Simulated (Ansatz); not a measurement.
## YbS (Fm-3m): the cell at rest

Aim: bring YbS (Fm-3m) to small forces and stress, as phonons need.

Calculated with Ansatz 0.2.0; DFT PBEsol+U, scalar-relativistic, plane waves, PAW.

The database entry behind the starting cell differs from later determinations by our own check (about 0.3 % short), so it need not match the best structure at ambient conditions.

## Step 1: Set-up

It takes space group Fm-3m (No. 225, cubic). Conventional cell: a = 5.677 Å, b = 5.677 Å, c = 5.677 Å, α = 90.00°, β = 90.00°, γ = 90.00°. Nearest to Yb lie 6 S at 2.84 Å. S has 6 Yb at 2.84 Å nearest. Farther neighbours and most contacts between anions are not listed.

## Step 2: Probe on a coarse mesh

A quick single point on a coarse mesh tells whether the cell has a gap and how far it is from rest, which sets the k mesh and smearing that follow.

Contents of input.yaml:

```yaml
crystal:
  lattice:
    - [0.0, 2.8385, 2.8385]
    - [2.8385, 0.0, 2.8385]
    - [2.8385, 2.8385, 0.0]
  atoms:
    - { symbol: Yb, position: [0.5, 0.5, 0.5] }
    - { symbol: S, position: [0.0, 0.0, 0.0] }
kpoints:
  mp_grid: { grid: [6, 6, 6] }
hamiltonian:
  xc: pbesol
  hubbard: { sites: [{ species: Yb, l: f, u_eff: 6.0 }] }
scf:
  occupations: { method: gaussian, width: 0.1 }
output:
  forces: true
  stress: true
  eigenvalues: true
```

Run with:

```
$ ansatz run input.yaml --threads 4 --pin off --max-ram 14336MiB --backend cpu --events-out ev --progress --plain --runs-dir out
```

Numbers of over 12 decimals in the logs are rounded to 6 here.

Output:

```text
Yb: projections on atomic orbitals take those of the free atom [Kr 4d10] 4f14 5s2 5p6 5d0 6s2, of charge +0.00 (hamiltonian.pseudopotentials.projection_atoms); the dataset's partial waves leave at most 1.5e-4 of an orbital's norm unspanned inside its sphere
[...]
k-point 0: bands = [... 11 lower, 9.8161, 10.5278, 10.5278, 10.5278, 12.8650, 13.6305, 13.6305, 13.6305]
  k-point 1: bands = [... 11 lower, 9.8170, 10.0744, 10.1983, 10.1983, 13.4806, 14.1764, 14.1764, 14.5341]
  k-point 2: bands = [... 11 lower, 9.8190, 9.8515, 9.8710, 9.8710, 14.0225, 15.5492, 15.5492, 16.4327]
  k-point 15: bands = [... 11 lower, 9.7893, 9.7942, 9.8227, 9.9368, 13.0250, 15.2954, 16.0133, 17.2613]
Occupation matrices written to <dir>
[key lines of the parts left out:]
SCF converged after 9 iterations
Free energy (F): -14565.414403 eV
Fermi energy:    10.945948 eV
P = ⅓ Tr σ = -2.3736 GPa (-23.736 kbar)
```

Elapsed: 0.75 s, on 4 threads of Arm Neoverse V2, shared host; peak memory 0.32 GiB.

This step gave:

| Item | Value |
| --- | --- |
| pressure | -2.374 GPa |
| gap on the k-mesh | 0.8363 eV |
| volume per atom | 22.87 Å³ |
| direct gap on mesh | 1.207 eV |

The coarse mesh shows a gap of 0.84 eV and a pressure of -2.4 GPa.

## Step 3: Bringing the structure to rest

The cell and atoms are relaxed, since residual forces and stress would shift the frequencies.

input.yaml, the sections that differ from step 2:

```yaml
kpoints:
  mp_grid: { grid: [8, 8, 8] }
scf:
  occupations: { method: gaussian, width: 0.02 }
relax:
  adjacent_minimum: "off"
  f_tol: 0.005
  max_steps: 80
  cell: { stress_tol: 0.05 }
# crystal, hamiltonian, output: as in step 2
```

Output:

```text
[...]
Crystal: 2 atoms, lattice volume = 45.740 Å³
Basis set: ecut = 420 eV, 893 PW (Γ), exchange–correlation on 54×54×54 points (8 copies of the dense FFT grid, shifted against one another)
Bands: 19, of which v1, the nominal top of the filled ones, is band 15 counted from 1 (14 counted from 0)
Symmetry: 48 space group operations
[...]
k-points: 29 of 512
[...]
SCF iter   1: F=—  HF=-14565.696144 eV  |F-HF|=—  |Δ(HF+E_count)|=         —  Δρ=4.83e-2  dr2=1.15e0  ethr=3.10e-3  ⟨swp⟩=5.2  Hψ=2692  notcnv=0
[...]
SCF iter   9: F=-14565.416302 eV  HF=-14565.416302 eV  |F-HF|=8.99e-10  |Δ(HF+E_count)|=   1.15e-7  Δρ=2.25e-6  dr2=7.95e-10  ethr=3.33e-10  ⟨swp⟩=7.8  Hψ=3199  notcnv=0
SCF 1 converged in 9 iterations: F = -14565.416302 eV  dr2 = 7.95e-10
[...]
relax step   1: F+E_penalty+E_count = -14565.41630228 eV  Δ(F+E_penalty+E_count) = +0.000e0 eV  max|allowed force component| = 7.915e-29 eV/Å  Δτ_max = 0.0000 Å  P = -2.414 GPa  Ω = 45.740 Å³  (9 SCF iters, dr2 threshold 1.00e-7 eV, accepted)
Crystal: 2 atoms, lattice volume = 42.901 Å³
Basis set: ecut = 420 eV, 869 PW (Γ), exchange–correlation on 54×54×54 points (8 copies of the dense FFT grid, shifted against one another)
[...]
iter 1 solved again at ethr=9.93e-6 eV; its pass at ethr=3.10e-3 eV (dr2=2.98e-3 eV) is discarded
[...]
SCF iter   6: F=-14565.427478 eV  HF=-14565.427478 eV  |F-HF|=4.26e-8  |Δ(HF+E_count)|=   2.88e-7  Δρ=1.37e-5  dr2=4.23e-8  ethr=6.67e-10  ⟨swp⟩=7.7  Hψ=3234  notcnv=0
SCF 2 converged in 6 iterations: F = -14565.427478 eV  dr2 = 4.23e-8
relax step   2: F+E_penalty+E_count = -14565.42747774 eV  Δ(F+E_penalty+E_count) = -1.118e-2 eV  max|allowed force component| = 2.965e-29 eV/Å  Δτ_max = 0.0000 Å  P = +1.489 GPa  Ω = 42.901 Å³  energy of the carried Pulay correction = +1.105e-3 eV  (6 SCF iters, dr2 threshold 2.00e-7 eV, accepted)
Crystal: 2 atoms, lattice volume = 43.942 Å³
[...]
SCF iter   5: F=-14565.431502 eV  HF=-14565.431502 eV  |F-HF|=3.45e-8  |Δ(HF+E_count)|=   8.77e-7  Δρ=1.43e-5  dr2=4.09e-8  ethr=6.67e-10  ⟨swp⟩=6.3  Hψ=3442  notcnv=0
SCF 3 converged in 5 iterations: F = -14565.431502 eV  dr2 = 4.09e-8
relax step   3: F+E_penalty+E_count = -14565.43150189 eV  Δ(F+E_penalty+E_count) = -4.024e-3 eV  max|allowed force component| = 2.090e-28 eV/Å  Δτ_max = 0.0000 Å  P = -0.091 GPa  Ω = 43.942 Å³  energy of the carried Pulay correction = +6.921e-4 eV  (5 SCF iters, dr2 threshold 2.00e-7 eV, accepted)
[...]
relax step   4: F+E_penalty+E_count = -14565.43154417 eV  Δ(F+E_penalty+E_count) = -4.228e-5 eV  max|allowed force component| = 2.439e-29 eV/Å  Δτ_max = 0.0000 Å  P = -0.002 GPa  Ω = 43.880 Å³  energy of the carried Pulay correction = +7.162e-4 eV  (4 SCF iters, dr2 threshold 2.08e-8 eV, accepted)
[...]
SCF iter   7: F=-14565.430895 eV  HF=-14565.430895 eV  |F-HF|=1.82e-12  |Δ(HF+E_count)|=  7.28e-12  Δρ=2.70e-8  dr2=1.37e-13  ethr=1.00e-12  ⟨swp⟩=5.7  Hψ=2580  notcnv=0
SCF 5 converged in 7 iterations: F = -14565.430895 eV  dr2 = 1.37e-13
relax step   5: F+E_penalty+E_count = -14565.43089535 eV  Δ(F+E_penalty+E_count) = +6.488e-4 eV  max|allowed force component| = 4.733e-30 eV/Å  Δτ_max = 0.0000 Å  P = -0.017 GPa  Ω = 43.880 Å³  stress off target by 1.66e-2 GPa  SCF on the basis re-selected at this cell (its energy is not comparable with the rows above)  (7 SCF iters)
basis re-selected at this cell: Δ(F+E_penalty+E_count) = +6.488e-4 eV, ΔP = -0.015 GPa vs the last step (what re-selecting the basis moved, of the pressure what is left beyond the Pulay correction that the steps carried, after the strain that the cell walked since its last selection, with what the two solves' SCF thresholds leave and, on support functions, any second-order correction that the steps lacked; it is no m [...]
SCF converged after 7 iterations
Free energy (F): -14565.430895 eV
[...]
Internal energy: -14565.430895 eV  (E = F + TS)
E sigma→0 (E₀):  -14565.430895 eV
Fermi energy:    11.497372 eV
[...]
--- Stress (GPa, compression-positive) ---
       -0.016599      -0.000000      -0.000000
       -0.000000      -0.016599      -0.000000
       -0.000000       0.000000      -0.016599
  P = ⅓ Tr σ = -0.0166 GPa (-0.166 kbar)
--- Band table (eV; the first three rows and the last of 29) ---
  k-point 0: bands = [... 11 lower, 10.4241, 11.1843, 11.1843, 11.1843, 13.7117, 14.1577, 14.1577, 14.1577]
  k-point 1: bands = [... 11 lower, 10.4247, 10.8259, 10.9477, 10.9477, 14.0620, 14.4932, 14.4932, 14.7936]
  k-point 2: bands = [... 11 lower, 10.4262, 10.5399, 10.6120, 10.6120, 14.3078, 15.3606, 15.3606, 16.4547]
  k-point 28: bands = [... 11 lower, 10.3701, 10.4006, 10.4086, 10.5014, 15.0561, 15.0561, 16.1257, 18.0832]
Occupation matrices written to <dir>
--- Relaxed structure (4 steps of the walk, 4 accepted, 1 SCFs on fresh bases) ---
  F+E_penalty+E_count = -14565.43089535 eV   max|allowed force component| = 4.733e-30 eV/Å   (the final SCF, on the basis selected at the relaxed cell)
  cell:  # Å, volume = 43.8803 Å³
    - [0, 2.799497, 2.799497]
    - [2.799497, 0, 2.799497]
    - [2.799497, 2.799497, 0]
  atoms:
    - { symbol: Yb, position: [0.5, 0.5, 0.5] }
    - { symbol: S, position: [0, 0, 0] }
```

Wall time 3.1 s (4 threads); peak memory 0.37 GiB; 10 s of CPU time.

The steps of the relaxation:

| step | energy less that of the first step (eV) | largest force component (eV/Å) | pressure (GPa) | volume (Å³) |
| --- | --- | --- | --- | --- |
| 1 | 0.0000 | 0.0000 | -2.41 | 45.74 |
| 2 | -0.0112 | 0.0000 | 1.49 | 42.90 |
| 3 | -0.0152 | 0.0000 | -0.09 | 43.94 |
| 4 | -0.0152 | 0.0000 | 0.00 | 43.88 |
| 5* | -0.0146 | 0.0000 | -0.02 | 43.88 |

Relaxation steps marked * repeat the geometry before them on a plane-wave basis chosen anew for their cell, so energy and pressure can jump there.

The run keeps the 48 symmetry operations that it works with, so distortions that break them were not tested.

| conventional cell, symmetrised | before | after | change |
| --- | --- | --- | --- |
| a (Å) | 5.677 | 5.599 | -1.4 % |
| b (Å) | 5.677 | 5.599 | -1.4 % |
| c (Å) | 5.677 | 5.599 | -1.4 % |
| volume (Å³/atom) | 22.87 | 21.94 | -4.1 % |

Final coordinates:

```xyz
2
Lattice="0.0000 2.7995 2.7995 2.7995 0.0000 2.7995 2.7995 2.7995 0.0000" Properties=species:S:1:pos:R:3 pbc="T T T"
Yb    2.7995    2.7995    2.7995
S     0.0000    0.0000    0.0000
```

This step gave:

```
pressure           : -0.01660 GPa
gap on the k-mesh  : 0.6262 eV
volume per atom    : 21.94 Å³
direct gap on mesh : 1.018 eV
```

In this step the volume went from 22.87 to 21.94 Å³/atom.

## Step 4: Tight relaxation

Phonons need a cell at rest on their own settings, so the relaxation is repeated with tight tolerances on forces and stress on the k mesh and occupations of the first response run.

Contents of input.yaml:

```yaml
crystal:
  lattice:
    - [0.0, 2.7994970385, 2.7994970385]
    - [2.7994970385, 0.0, 2.7994970385]
    - [2.7994970385, 2.7994970385, 0.0]
  atoms:
    - { symbol: Yb, position: [0.5, 0.5, 0.5] }
    - { symbol: S, position: [0.0, 0.0, 0.0] }
kpoints:
  mp_grid: { grid: [8, 8, 8] }
hamiltonian:
  xc: pbesol
  hubbard: { sites: [{ species: Yb, l: f, u_eff: 6.0 }] }
scf:
  occupations: { method: fixed }
output:
  forces: true
  stress: true
  eigenvalues: true
  write_density: true
  write_potential: true
  elf: true
  volumetric_format: npy
relax:
  adjacent_minimum: "off"
  f_tol: 0.001
  max_steps: 60
  cell: { stress_tol: 0.01 }
```

Output:

```text
[...]
Crystal: 2 atoms, lattice volume = 43.880 Å³
Basis set: ecut = 420 eV, 869 PW (Γ), exchange–correlation on 54×54×54 points (8 copies of the dense FFT grid, shifted against one another)
Bands: 19, of which v1, the nominal top of the filled ones, is band 15 counted from 1 (14 counted from 0)
[... 1 set-up line as in the run before ...]
[...]
k-points: 29 of 512
[...]
k-point 28: bands = [... 11 lower, 10.3741, 10.4046, 10.4126, 10.5054, 15.0600, 15.0600, 16.1304, 18.0883]
Occupation matrices written to <dir>
--- Relaxed structure (3 steps of the walk, 3 accepted, 1 SCFs on fresh bases) ---
[...]
cell:  # Å, volume = 43.8686 Å³
    - [0, 2.799247, 2.799247]
    - [2.799247, 0, 2.799247]
    - [2.799247, 2.799247, 0.0]
  atoms:
    - { symbol: Yb, position: [0.5, 0.5, 0.5] }
    - { symbol: S, position: [0, 0, 0] }
[key lines of the parts left out:]
SCF converged after 5 iterations
Free energy (F): -14565.430900 eV
Fermi energy:    11.188605 eV
P = ⅓ Tr σ = 0.0003 GPa (0.003 kbar)
```

Run time: 2.6 s. Hardware: 4 threads; peak memory 0.36 GiB.

Little changed from the start: no atom moved by 0.005 Å and no cell edge by 0.1 %.

Numbers from this step:

```
pressure           : 2.50e-4 GPa
gap on the k-mesh  : 0.6248 eV
volume per atom    : 21.93 Å³
direct gap on mesh : 1.017 eV
```

Valence density in the ac plane of the conventional cell at fractional y = 0.000, with atoms of Yb and S within 0.2 Å of it. It is the smooth field of the valence electrons, not physical close to the nuclei.

Ten steps, logarithmic in the rise over the least value, from '_' (0 e/Å³) to '@' (33 e/Å³), each cell a mean:
```
::::::....--##@@%%++..__..::::
::::..____..==**++--____..::::
....________..::..________....
______________________________
::..________........________..
**==..____..::::::::..____--++
@@##--__..::::::::::..__..++%%
@@##--....::::..::::..__::**@@
%%**::__..::::::::::..__..==##
==::..____..::::::..______..--
..__________......__________..
..____________..____________..
::::..____..::----..______..::
::::::____::**####==..__..::::
..::::....==%%@@@@**::__..::::
```
Columns run along a (5.6 Å), rows up along c (5.6 Å), edges of the conventional cell, whose origin can differ from the input's. Atoms in or near the plane, at fractional coordinates: Yb at (0.50, 0.00), Yb at (0.00, 0.50), S at (0.00, 0.00), S at (0.50, 0.50).

ELF in the ac plane of the conventional cell at fractional y = 0.000, with atoms of Yb and S within 0.2 Å of it. It is the smooth field of the valence electrons, not physical close to the nuclei.

Ten even steps from '0' (0.06) to '9' (0.84), each cell a mean:
```
289515989722894
999403687402899
987200232101588
221001222110122
310036888751002
862059999971147
885169735982279
896169603982388
984059967982269
641048999961035
100024566530001
554100011000245
998401465201799
699504898612898
069516988832992
```
Columns run along a (5.6 Å), rows up along c (5.6 Å), edges of the conventional cell, whose origin can differ from the input's. Atoms in or near the plane, at fractional coordinates: Yb at (0.50, 0.00), Yb at (0.00, 0.50), S at (0.00, 0.00), S at (0.50, 0.50).

Electrostatic potential energy in the ac plane of the conventional cell at fractional y = 0.000, with atoms of Yb and S within 0.2 Å of it. With pseudopotentials it is smooth inside the atoms' cores, unlike the true potential.

Values in eV, 15 rows by 15 columns, each cell a mean:
```
-22 -23  -1  10   6 -12 -36 -48 -44 -23   0  10   7 -15 -25
-18  -7   8  12   9  -1 -18 -28 -24  -9   6  12  11   1 -15
  6   9  13  13  12   8   2  -3  -1   6  11  13  13  11   7
 10  11  13  13  13  12  11   9  10  12  13  14  13  12  10
 -2   3   9  12  13  13   9   6   8  11  13  13  11   6   0
-26 -16   0  10  12   8  -6 -17 -13   3  11  12   6  -9 -23
-47 -34 -11   7  10  -1 -24 -22 -25 -13   8  10  -1 -24 -44
-49 -39 -14   6  10  -5 -25 -16 -22 -17   6   9  -3 -28 -48
-40 -27  -6   8  11   3 -18 -25 -24  -6   9  11   2 -18 -36
-15  -7   5  11  13  11   3  -5  -1   8  13  12   8  -1 -12
  6   8  11  13  14  13  11  10  10  12  13  13  12   9   6
 10  11  13  14  13  11   8   6   7  10  12  13  13  12  10
 -3   4  11  13  11   5  -6 -14 -11   0   9  13  13   8  -1
-25 -16   4  11   8  -7 -27 -39 -34 -16   3  11   9  -7 -23
-17 -25  -3  10   6 -15 -40 -49 -47 -26  -2  10   6 -18 -22
```
Columns run along a (5.6 Å; values clipped at the 3rd and 97th percentile), rows up along c (5.6 Å), edges of the conventional cell, whose origin can differ from the input's. Atoms in or near the plane, at fractional coordinates: Yb at (0.50, 0.00), Yb at (0.00, 0.50), S at (0.00, 0.00), S at (0.50, 0.50).

The forces vanish by symmetry and the pressure is 0.000 GPa, within the tolerances set. The cell now holds 21.93 Å³/atom.

## Step 5: Results

| Quantity | Value |
| --- | --- |
| space group after relaxation (within 0.01 Å) | Fm-3m |
| lattice constant a | 5.598 Å |
| lattice constant b | 5.598 Å |
| lattice constant c | 5.598 Å |
| volume per atom | 21.9 Å³ |
| gap on the k-mesh | 0.625 eV |

What this shows: The forces vanish by symmetry and the pressure is 0.000 GPa, within the tolerances set. The cell now holds 21.93 Å³/atom. The relaxation keeps the symmetry of its start, so it says nothing on stability against lower symmetry. Spin-orbit coupling is left out, which can matter for the heavy elements here.

[Logs are printed without paths, hosts, clocks, repeated set-up lines and the standing remarks that a program may print on its own settings, such as how far it seeks lower states.]

[Hosts, paths, dates, database ids (printed as entryN), source tags and the programs' standing remarks are cut or masked in the printed files.]
